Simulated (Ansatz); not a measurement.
**Preparing SnO2 (P4_2/mnm) as a host crystal**

Aim: the runs on the perfect crystal SnO2 (P4_2/mnm) that a defect calculation needs first.

Program: Ansatz 0.2.0. Level of theory: plane-wave PAW DFT, r2SCAN; relaxation of the defect-free supercell from random displacements, a test of the host's stability; PAW set soft_1. Results are calculated unless marked as measured.

### Step 1. Set-up

The cell holds 72 atoms: 24 Sn and 48 O. Cell: a = 9.516 Å, b = 9.516 Å, c = 9.602 Å, α = 90.0°, β = 90.0°, γ = 90.0°.

### Step 2. Defect free supercell relaxed from displaced atoms

The input displaces the atoms at random before the relaxation, so that it can leave a symmetric saddle if there is one.

pristine.rattled/input.yaml reads:

```yaml
crystal:
  lattice:
    - [9.5155030781, 0.0, 0.0]
    - [0.0, 9.5155030781, 0.0]
    - [0.0, 0.0, 9.6020443896]
  atoms:
    - { symbol: Sn, position: [0.25, 0.25, 0.1666666667] }
    - { symbol: Sn, position: [0.0, 0.0, 0.0] }
    - { symbol: O, position: [0.0970286166, 0.4029713834, 0.1666666667] }
    - { symbol: O, position: [0.4029713834, 0.0970286166, 0.1666666667] }
    - { symbol: O, position: [0.1529713834, 0.1529713834, 0.0] }
    - { symbol: O, position: [0.3470286166, 0.3470286166, 0.0] }
    - { symbol: Sn, position: [0.25, 0.25, 0.5] }
    - { symbol: Sn, position: [0.0, 0.0, 0.3333333333] }
    - { symbol: O, position: [0.0970286166, 0.4029713834, 0.5] }
    - { symbol: O, position: [0.4029713834, 0.0970286166, 0.5] }
    - { symbol: O, position: [0.1529713834, 0.1529713834, 0.3333333333] }
    - { symbol: O, position: [0.3470286166, 0.3470286166, 0.3333333333] }
    - { symbol: Sn, position: [0.25, 0.25, 0.8333333333] }
    - { symbol: Sn, position: [0.0, 0.0, 0.6666666667] }
    - { symbol: O, position: [0.0970286166, 0.4029713834, 0.8333333333] }
    - { symbol: O, position: [0.4029713834, 0.0970286166, 0.8333333333] }
    - { symbol: O, position: [0.1529713834, 0.1529713834, 0.6666666667] }
    - { symbol: O, position: [0.3470286166, 0.3470286166, 0.6666666667] }
    - { symbol: Sn, position: [0.25, 0.75, 0.1666666667] }
    - { symbol: Sn, position: [0.0, 0.5, 0.0] }
    - { symbol: O, position: [0.0970286166, 0.9029713834, 0.1666666667] }
    - { symbol: O, position: [0.4029713834, 0.5970286166, 0.1666666667] }
    - { symbol: O, position: [0.1529713834, 0.6529713833, 0.0] }
    - { symbol: O, position: [0.3470286166, 0.8470286167, 0.0] }
    - { symbol: Sn, position: [0.25, 0.75, 0.5] }
    - { symbol: Sn, position: [0.0, 0.5, 0.3333333333] }
    - { symbol: O, position: [0.0970286166, 0.9029713834, 0.5] }
    - { symbol: O, position: [0.4029713834, 0.5970286166, 0.5] }
    - { symbol: O, position: [0.1529713834, 0.6529713833, 0.3333333333] }
    - { symbol: O, position: [0.3470286166, 0.8470286167, 0.3333333333] }
    - { symbol: Sn, position: [0.25, 0.75, 0.8333333333] }
    - { symbol: Sn, position: [0.0, 0.5, 0.6666666667] }
    - { symbol: O, position: [0.0970286166, 0.9029713834, 0.8333333333] }
    - { symbol: O, position: [0.4029713834, 0.5970286166, 0.8333333333] }
    - { symbol: O, position: [0.1529713834, 0.6529713833, 0.6666666667] }
    - { symbol: O, position: [0.3470286166, 0.8470286167, 0.6666666667] }
    - { symbol: Sn, position: [0.75, 0.25, 0.1666666667] }
    - { symbol: Sn, position: [0.5, 0.0, 0.0] }
    - { symbol: O, position: [0.5970286166, 0.4029713834, 0.1666666667] }
    - { symbol: O, position: [0.9029713834, 0.0970286166, 0.1666666667] }
    - { symbol: O, position: [0.6529713833, 0.1529713834, 0.0] }
    - { symbol: O, position: [0.8470286167, 0.3470286166, 0.0] }
    - { symbol: Sn, position: [0.75, 0.25, 0.5] }
    - { symbol: Sn, position: [0.5, 0.0, 0.3333333333] }
    - { symbol: O, position: [0.5970286166, 0.4029713834, 0.5] }
    - { symbol: O, position: [0.9029713834, 0.0970286166, 0.5] }
    - { symbol: O, position: [0.6529713833, 0.1529713834, 0.3333333333] }
    - { symbol: O, position: [0.8470286167, 0.3470286166, 0.3333333333] }
    - { symbol: Sn, position: [0.75, 0.25, 0.8333333333] }
    - { symbol: Sn, position: [0.5, 0.0, 0.6666666667] }
    - { symbol: O, position: [0.5970286166, 0.4029713834, 0.8333333333] }
    - { symbol: O, position: [0.9029713834, 0.0970286166, 0.8333333333] }
    - { symbol: O, position: [0.6529713833, 0.1529713834, 0.6666666667] }
    - { symbol: O, position: [0.8470286167, 0.3470286166, 0.6666666667] }
    - { symbol: Sn, position: [0.75, 0.75, 0.1666666667] }
    - { symbol: Sn, position: [0.5, 0.5, 0.0] }
    - { symbol: O, position: [0.5970286166, 0.9029713834, 0.1666666667] }
    - { symbol: O, position: [0.9029713834, 0.5970286166, 0.1666666667] }
    - { symbol: O, position: [0.6529713833, 0.6529713833, 0.0] }
    - { symbol: O, position: [0.8470286167, 0.8470286167, 0.0] }
    - { symbol: Sn, position: [0.75, 0.75, 0.5] }
    - { symbol: Sn, position: [0.5, 0.5, 0.3333333333] }
    - { symbol: O, position: [0.5970286166, 0.9029713834, 0.5] }
    - { symbol: O, position: [0.9029713834, 0.5970286166, 0.5] }
    - { symbol: O, position: [0.6529713833, 0.6529713833, 0.3333333333] }
    - { symbol: O, position: [0.8470286167, 0.8470286167, 0.3333333333] }
    - { symbol: Sn, position: [0.75, 0.75, 0.8333333333] }
    - { symbol: Sn, position: [0.5, 0.5, 0.6666666667] }
    - { symbol: O, position: [0.5970286166, 0.9029713834, 0.8333333333] }
    - { symbol: O, position: [0.9029713834, 0.5970286166, 0.8333333333] }
    - { symbol: O, position: [0.6529713833, 0.6529713833, 0.6666666667] }
    - { symbol: O, position: [0.8470286167, 0.8470286167, 0.6666666667] }
basis:
  ecutwfc: 500
  xc_grid: 2
hamiltonian:
  xc: r2scan
  pseudopotentials: { kind: paw, azcp: { folder: soft_1 } }
kpoints:
  mp_grid: { grid: [1, 1, 1], shift: [0.25, 0.25, 0.25] }
scf:
  occupations: { method: fermi_dirac, width: 0.01 }
  max_iter: 80
output:
  forces: true
relax:
  f_tol: 0.01
  max_steps: 120
  random_displacement: { amplitude: 0.08, seed: 7983 }
checkpoint:
  write: "../pristine.rattled.run"
  compress: false
  write_wavefunctions: false
  write_every: 100000
```

The run is started by

```bash
$ ansatz run input.yaml --threads 4 --pin off --max-ram 7536MiB --backend cpu --events-out ev --progress --plain --runs-dir out
```

Numbers of over 12 decimals in the logs are rounded to 6 here.

The program printed:

```text
[... repeated set-up lines and file paths are left out, and long positions are rounded to six places ...]
Engine: ansatz 0.2.0, aarch64-unknown-linux-gnu
Pseudopotentials: kind: paw
Pseudopotential: Sn, paw, valence charge 14, recommended cutoff 500 eV (meta_gga), soft_1/Sn.paw.azcp
Pseudopotential: O, paw, valence charge 6, recommended cutoff 500 eV (meta_gga), soft_1/O.paw.azcp
Functional definition: r2SCAN
  parameter k0 = 0.174
  parameter k1 = 0.065
  parameter a1 = 4.9479
  exchange = r2scan_x(k0 = k0, k1 = k1, a1 = a1)
  correlation = r2scan_c
Crystal: 72 atoms, lattice volume = 869.415 Å³
Basis set: ecut = 500 eV, 22119 PW (Γ), exchange–correlation on 144×144×144 points (8 copies of the dense FFT grid, shifted against one another)
Bands: 384, of which v1, the nominal top of the filled ones, is band 312 counted from 1 (311 counted from 0)
Symmetry: 1 space group operations
k-points: 1
Non-local potential: Sn, projectors of the file, l = 0: 2, l = 1: 2, l = 2: 2, l = 3: 1
Non-local potential: O, projectors of the file, l = 0: 2, l = 1: 2, l = 2: 1
PAW form: soft (Blöchl's): semilocal exchange-correlation on the pseudo side does not see the compensation charge
PAW frozen core: Sn, regenerated for the run's functional (the file was generated under x = pbe(κ = 0.804, μ = 0.219515), c = pbe(β = 0.066725))
PAW frozen core: O, regenerated for the run's functional (the file was generated under x = pbe(κ = 0.804, μ = 0.219515), c = pbe(β = 0.066725))
PAW one-centre angular grid: Sn, 590 points (default); XC on 160 Gauss nodes
PAW one-centre angular grid: O, 302 points (default); XC on 160 Gauss nodes
Initial density: superposition of atomic densities (chi_scale 0.1, normalization cell, long waves kept (reshape's long-wave potential 0.11 eV rms))
Initial wavefunctions: pseudopotential atomic-orbital guess
Functional: x = r2scan, c = r2scan; τ floored in thin density (d = 2e-4 eV/Å³)
SCF iter   1: F=—  HF=-172229.938565 eV  |F-HF|=—  |Δ(HF+E_count)|=         —  Δρ=8.37e-2  dr2=4.92e1  dr2_τ=6.28e0  ethr=3.10e-3  ⟨swp⟩=5.0  Hψ=1372  notcnv=0  defer=49
preconditioner: auto → Resta (q_TF=auto, 2.582 Å⁻¹)  ε∞=3.2  [insulator: Δε(μ)=2.949 eV  Ē_g=21.074 eV  σ=0.010 eV  W_gap=1.00  n_scr=250 (ndim 8)  ℏωp=31.5 eV  f_vac=0.000  D(μ)=0.00/eV (n_scr^D=0)  ε∞_Penn≈3.2]
SCF iter   2: F=—  HF=-172225.136575 eV  |F-HF|=—  |Δ(HF+E_count)|=    4.80e0  Δρ=4.09e-2  dr2=7.76e0  dr2_τ=8.12e-1  ethr=3.10e-3  ⟨swp⟩=2.0  Hψ=637  notcnv=0  defer=68
SCF iter   3: F=—  HF=-172226.735705 eV  |F-HF|=—  |Δ(HF+E_count)|=    1.60e0  Δρ=1.37e-2  dr2=1.27e0  dr2_τ=9.52e-2  ethr=1.24e-3  ⟨swp⟩=3.0  Hψ=626  notcnv=0  defer=45
automatic band count: iteration 3 solves 361 bands in place of 384: the levels show a gap, and the empty bands left out lie too high to hold charge; the band table lists the bands solved (type scf.n_extra_bands for more)
SCF iter   4: F=—  HF=-172226.848064 eV  |F-HF|=—  |Δ(HF+E_count)|=   1.12e-1  Δρ=2.70e-3  dr2=3.41e-2  dr2_τ=5.44e-3  ethr=2.04e-4  ⟨swp⟩=2.0  Hψ=508  notcnv=0  defer=45
SCF iter   5: F=—  HF=-172226.862466 eV  |F-HF|=—  |Δ(HF+E_count)|=   1.44e-2  Δρ=9.46e-4  dr2=5.11e-3  dr2_τ=7.12e-4  ethr=5.46e-6  ⟨swp⟩=2.0  Hψ=492  notcnv=0  defer=45
SCF iter   6: F=—  HF=-172226.863032 eV  |F-HF|=—  |Δ(HF+E_count)|=   5.66e-4  Δρ=3.98e-4  dr2=9.47e-4  dr2_τ=1.19e-4  ethr=8.20e-7  ⟨swp⟩=2.0  Hψ=589  notcnv=0  defer=45
SCF iter   7: F=—  HF=-172226.864226 eV  |F-HF|=—  |Δ(HF+E_count)|=   1.19e-3  Δρ=9.44e-5  dr2=5.84e-5  dr2_τ=4.70e-6  ethr=1.52e-7  ⟨swp⟩=2.0  Hψ=485  notcnv=0  defer=45
SCF iter   8: F=—  HF=-172226.864234 eV  |F-HF|=—  |Δ(HF+E_count)|=   7.52e-6  Δρ=3.55e-5  dr2=8.37e-6  dr2_τ=1.09e-6  ethr=9.37e-9  ⟨swp⟩=2.0  Hψ=628  notcnv=0  defer=45
SCF iter   9: F=-172226.864233 eV  HF=-172226.864233 eV  |F-HF|=5.26e-8  |Δ(HF+E_count)|=   3.75e-7  Δρ=6.51e-6  dr2=2.97e-7  dr2_τ=2.43e-8  ethr=4.01e-10  ⟨swp⟩=4.0  Hψ=1133  notcnv=0
SCF 1 converged in 9 iterations: F = -172226.864233 eV  dr2 = 2.97e-7
  greatest PAW one-centre occupation: 0.996 electrons in one spin orbital (limit 2), on the Sn atom at site 13 (counted from 0), in its partial waves of l = 2
relax step   1: F+E_penalty+E_count = -172226.86423340 eV  Δ(F+E_penalty+E_count) = +0.000e0 eV  max|allowed force component| = 3.356e0 eV/Å  Δτ_max = 0.0000 Å  (9 SCF iters, dr2 threshold 2.50e-6 eV, accepted)
[... the SCF cycles and remarks between the steps are left out from here to the last step ...]
relax step   2: F+E_penalty+E_count = -172230.14605114 eV  Δ(F+E_penalty+E_count) = -3.282e0 eV  max|allowed force component| = 1.293e0 eV/Å  Δτ_max = 0.1476 Å  (7 SCF iters, dr2 threshold 1.00e-4 eV, accepted)
relax step   3: F+E_penalty+E_count = -172230.81646614 eV  Δ(F+E_penalty+E_count) = -6.704e-1 eV  max|allowed force component| = 2.160e-2 eV/Å  Δτ_max = 0.0794 Å  (6 SCF iters, dr2 threshold 1.00e-4 eV, accepted)
relax step   4: F+E_penalty+E_count = -172230.81647581 eV  Δ(F+E_penalty+E_count) = -9.669e-6 eV  max|allowed force component| = 2.096e-2 eV/Å  Δτ_max = 0.0000 Å  (4 SCF iters, accepted)
SCF iter   1: F=—  HF=-172230.815366 eV  |F-HF|=—  |Δ(HF+E_count)|=         —  Δρ=3.84e-4  dr2=5.47e-4  dr2_τ=6.59e-3  ethr=1.27e-6  ⟨swp⟩=2.0  Hψ=620  notcnv=0  defer=45
automatic band count: iteration 1 solves 361 bands in place of 384: the levels show a gap, and the empty bands left out lie too high to hold charge; the band table lists the bands solved (type scf.n_extra_bands for more)
SCF iter   2: F=—  HF=-172230.815826 eV  |F-HF|=—  |Δ(HF+E_count)|=   4.61e-4  Δρ=1.89e-4  dr2=1.45e-4  dr2_τ=9.69e-6  ethr=8.77e-8  ⟨swp⟩=2.0  Hψ=729  notcnv=0  defer=45
SCF iter   3: F=—  HF=-172230.815956 eV  |F-HF|=—  |Δ(HF+E_count)|=   1.30e-4  Δρ=5.31e-5  dr2=1.66e-5  dr2_τ=2.62e-6  ethr=2.32e-8  ⟨swp⟩=2.0  Hψ=628  notcnv=0  defer=45
SCF iter   4: F=—  HF=-172230.816952 eV  |F-HF|=—  |Δ(HF+E_count)|=   9.96e-4  Δρ=2.79e-5  dr2=4.96e-6  dr2_τ=6.40e-7  ethr=2.65e-9  ⟨swp⟩=2.0  Hψ=507  notcnv=0  defer=45
SCF iter   5: F=—  HF=-172230.816952 eV  |F-HF|=—  |Δ(HF+E_count)|=   5.62e-8  Δρ=5.98e-6  dr2=3.05e-7  dr2_τ=3.47e-8  ethr=7.94e-10  ⟨swp⟩=2.0  Hψ=501  notcnv=0  defer=45
SCF iter   6: F=-172230.816952 eV  HF=-172230.816952 eV  |F-HF|=9.95e-9  |Δ(HF+E_count)|=   8.71e-8  Δρ=2.28e-6  dr2=3.09e-8  dr2_τ=3.52e-9  ethr=1.60e-11  ⟨swp⟩=4.0  Hψ=1179  notcnv=0
SCF 5 converged in 6 iterations: F = -172230.816952 eV  dr2 = 3.09e-8
relax step   5: F+E_penalty+E_count = -172230.81695181 eV  Δ(F+E_penalty+E_count) = -4.760e-4 eV  max|allowed force component| = 1.948e-3 eV/Å  Δτ_max = 0.0031 Å  (6 SCF iters, accepted)
[...]
E_smearing   = -0.000000  (= −TS)
  E_closure    = -0.000000  (closes the sum)
  Σ components = -172230.816952   (vs F -172230.816952, Δ=0.00e0)
--- Forces (eV/Å), atoms counted from 1 ---
  atom   1  Sn     0.00006159     0.00031324    -0.00004114
  atom   2  Sn     0.00039516     0.00009646     0.00001470
  atom   3  O      0.00071019    -0.00040447    -0.00007091
  atom   4  O     -0.00049638     0.00005025    -0.00006690
  atom   5  O     -0.00016494    -0.00001728     0.00037082
  atom   6  O     -0.00020213     0.00015882     0.00027916
  atom   7  Sn    -0.00024622     0.00011539    -0.00044464
  atom   8  Sn    -0.00043767    -0.00015872     0.00029588
  atom   9  O      0.00071443     0.00019862    -0.00007366
  atom  10  O     -0.00037712    -0.00014146    -0.00006231
  atom  11  O     -0.00043324    -0.00052406    -0.00017103
  atom  12  O      0.00014945     0.00077143     0.00005635
  atom  13  Sn     0.00032392     0.00019584    -0.00034238
  atom  14  Sn     0.00013539     0.00032785     0.00019419
  atom  15  O      0.00135836    -0.00089592     0.00022552
  atom  16  O     -0.00089763     0.00056117     0.00051275
  atom  17  O      0.00040244     0.00006740    -0.00010319
  atom  18  O     -0.00056475     0.00029796     0.00030257
  atom  19  Sn    -0.00040586     0.00007949    -0.00031761
  atom  20  Sn     0.00001133    -0.00005476    -0.00022441
  atom  21  O      0.00045649    -0.00011502    -0.00019499
  atom  22  O     -0.00032818     0.00023318     0.00032392
  atom  23  O      0.00032307     0.00021167     0.00024618
  atom  24  O     -0.00014745    -0.00021501    -0.00020531
  atom  25  Sn     0.00031429     0.00008974     0.00001174
  atom  26  Sn     0.00007817     0.00004414     0.00013267
  atom  27  O      0.00074627    -0.00020286    -0.00038033
  atom  28  O     -0.00056126     0.00031344    -0.00004090
  atom  29  O     -0.00081547    -0.00080428    -0.00027263
  atom  30  O     -0.00012417    -0.00015426     0.00000255
  atom  31  Sn     0.00009852     0.00026554     0.00033589
  atom  32  Sn     0.00033114    -0.00017596    -0.00008682
  atom  33  O      0.00132456    -0.00067143     0.00015737
  atom  34  O     -0.00101520     0.00079190     0.00015327
  atom  35  O      0.00020673    -0.00061021     0.00022234
  atom  36  O     -0.00013269     0.00001993     0.00009810
  atom  37  Sn     0.00007535    -0.00034211     0.00038533
  atom  38  Sn    -0.00006742     0.00040373     0.00000490
  atom  39  O      0.00036317     0.00032572     0.00042293
  atom  40  O     -0.00107102     0.00030124     0.00062672
[...]
atom  61  Sn     0.00018795    -0.00055238     0.00007514
  atom  62  Sn     0.00030579     0.00039947     0.00011515
  atom  63  O      0.00052534     0.00035075     0.00041755
  atom  64  O     -0.00092650     0.00035453     0.00004373
  atom  65  O     -0.00036040    -0.00078825    -0.00014043
  atom  66  O      0.00054545     0.00048797     0.00000052
  atom  67  Sn     0.00027230     0.00016153    -0.00017597
  atom  68  Sn    -0.00034674     0.00013880    -0.00001112
  atom  69  O      0.00162543    -0.00081279    -0.00029363
  atom  70  O     -0.00195778     0.00072120     0.00002700
  atom  71  O      0.00057543     0.00000966     0.00006281
  atom  72  O     -0.00045203    -0.00048807     0.00028717
  max |Σ_I F_I| component: 1.75e-3 eV/Å
--- Relaxed structure (5 steps of the walk, 5 accepted, 0 SCFs on fresh bases) ---
  F+E_penalty+E_count = -172230.81695181 eV   max|allowed force component| = 1.948e-3 eV/Å
  atoms:
    - { symbol: Sn, position: [0.249529, 0.250436, 0.166062] }
    - { symbol: Sn, position: [-0.000469, 0.000433, -0.000605] }
    - { symbol: O, position: [0.096559, 0.403394, 0.166063] }
    - { symbol: O, position: [0.402509, 0.097494, 0.166064] }
    - { symbol: O, position: [0.152490, 0.153371, -0.000595] }
    - { symbol: O, position: [0.346573, 0.347496, -0.000618] }
    - { symbol: Sn, position: [0.249531, 0.250438, 0.499401] }
    - { symbol: Sn, position: [-0.000463, 0.000438, 0.332726] }
    - { symbol: O, position: [0.096555, 0.403388, 0.499398] }
    - { symbol: O, position: [0.402508, 0.097493, 0.499400] }
    - { symbol: O, position: [0.152491, 0.153378, 0.332744] }
    - { symbol: O, position: [0.346576, 0.347490, 0.332718] }
    - { symbol: Sn, position: [0.249525, 0.250437, 0.832730] }
    - { symbol: Sn, position: [-0.000471, 0.000436, 0.666061] }
    - { symbol: O, position: [0.096553, 0.403396, 0.832728] }
    - { symbol: O, position: [0.402508, 0.097489, 0.832726] }
    - { symbol: O, position: [0.152481, 0.153378, 0.666076] }
    - { symbol: O, position: [0.346583, 0.347491, 0.666052] }
    - { symbol: Sn, position: [0.249539, 0.750440, 0.166064] }
    - { symbol: Sn, position: [-0.000467, 0.500444, -0.000602] }
    - { symbol: O, position: [0.096559, 0.903386, 0.166064] }
    - { symbol: O, position: [0.402502, 0.597481, 0.166060] }
    - { symbol: O, position: [0.152489, 0.653378, -0.000592] }
    - { symbol: O, position: [0.346571, 0.847505, -0.000615] }
    - { symbol: Sn, position: [0.249535, 0.750442, 0.499397] }
    - { symbol: Sn, position: [-0.000463, 0.500445, 0.332730] }
    - { symbol: O, position: [0.096555, 0.903387, 0.499398] }
    - { symbol: O, position: [0.402502, 0.597481, 0.499396] }
    - { symbol: O, position: [0.152497, 0.653383, 0.332743] }
    - { symbol: O, position: [0.346575, 0.847509, 0.332720] }
    - { symbol: Sn, position: [0.249531, 0.750437, 0.832728] }
    - { symbol: Sn, position: [-0.000470, 0.500446, 0.666062] }
    - { symbol: O, position: [0.096549, 0.903385, 0.832728] }
    - { symbol: O, position: [0.402503, 0.597480, 0.832725] }
    - { symbol: O, position: [0.152480, 0.653390, 0.666070] }
    - { symbol: O, position: [0.346577, 0.847502, 0.666052] }
    - { symbol: Sn, position: [0.749537, 0.250441, 0.166058] }
    - { symbol: Sn, position: [0.499529, 0.000439, -0.000602] }
    - { symbol: O, position: [0.596554, 0.403379, 0.166057] }
    - { symbol: O, position: [0.902519, 0.097496, 0.166057] }
    - { symbol: O, position: [0.652500, 0.153365, -0.000594] }
    - { symbol: O, position: [0.846573, 0.347511, -0.000617] }
    - { symbol: Sn, position: [0.749541, 0.250440, 0.499392] }
    - { symbol: Sn, position: [0.499533, 0.000445, 0.332733] }
    - { symbol: O, position: [0.596554, 0.403381, 0.499393] }
    - { symbol: O, position: [0.902516, 0.097492, 0.499392] }
    - { symbol: O, position: [0.652498, 0.153378, 0.332740] }
    - { symbol: O, position: [0.846580, 0.347508, 0.332713] }
    - { symbol: Sn, position: [0.749537, 0.250437, 0.832728] }
    - { symbol: Sn, position: [0.499534, 0.000440, 0.666064] }
    - { symbol: O, position: [0.596554, 0.403384, 0.832731] }
    - { symbol: O, position: [0.902518, 0.097492, 0.832731] }
    - { symbol: O, position: [0.652503, 0.153369, 0.666070] }
    - { symbol: O, position: [0.846578, 0.347508, 0.666050] }
    - { symbol: Sn, position: [0.749523, 0.750438, 0.166067] }
    - { symbol: Sn, position: [0.499528, 0.500432, -0.000608] }
    - { symbol: O, position: [0.596544, 0.903383, 0.166069] }
    - { symbol: O, position: [0.902508, 0.597496, 0.166064] }
    - { symbol: O, position: [0.652478, 0.653373, -0.000588] }
    - { symbol: O, position: [0.846567, 0.847504, -0.000612] }
    - { symbol: Sn, position: [0.749529, 0.750444, 0.499397] }
    - { symbol: Sn, position: [0.499528, 0.500431, 0.332727] }
    - { symbol: O, position: [0.596550, 0.903384, 0.499394] }
    - { symbol: O, position: [0.902509, 0.597496, 0.499395] }
    - { symbol: O, position: [0.652483, 0.653378, 0.332745] }
    - { symbol: O, position: [0.846566, 0.847507, 0.332718] }
    - { symbol: Sn, position: [0.749525, 0.750437, 0.832733] }
    - { symbol: Sn, position: [0.499534, 0.500433, 0.666060] }
    - { symbol: O, position: [0.596544, 0.903385, 0.832734] }
    - { symbol: O, position: [0.902518, 0.597501, 0.832731] }
    - { symbol: O, position: [0.652481, 0.653378, 0.666075] }
    - { symbol: O, position: [0.846565, 0.847511, 0.666053] }
[key lines of the parts left out:]
SCF converged after 2 iterations
Free energy (F): -172230.816952 eV
Fermi energy:    10.275810 eV
```

Elapsed: 3.9 min, on 4 threads of Arm Neoverse N1, shared host; peak memory 2.4 GiB; 15 min of CPU time.

The steps of the relaxation:

```csv
step,energy less that of the first step (eV),largest force component (eV/Å)
1,0.0000,3.3563
2,-3.2818,1.2927
3,-3.9522,0.0216
4,-3.9522,0.0210
5,-3.9527,0.0019
```

The relaxation ends 55 meV an atom lower than the displaced start, with a largest force component of 0.0019 eV/Å.

### Step 3. Summary of results

* symmetric supercell less the displaced and relaxed one: 0.000 eV

In words: The energy fell by 3.953 eV from the randomly displaced start; the atoms end within 0.005 Å of the sites as typed, once the mean shift is taken out. The displaced cell ends within 0.01 eV of the symmetric one, so no lower structure shows in this supercell. All at zero temperature.

[Logs are printed without paths, hosts, clocks, repeated set-up lines and the standing remarks that a program may print on its own settings, such as how far it seeks lower states.]

[Hosts, paths, dates, database ids (printed as entryN), source tags and the programs' standing remarks are cut or masked in the printed files.]

[Runs of the host that timed out are not shown.]

[For some hosts the program warned that the k-mesh of the response run may be too coarse for force constants and the static dielectric constant; such warnings are not always shown.]
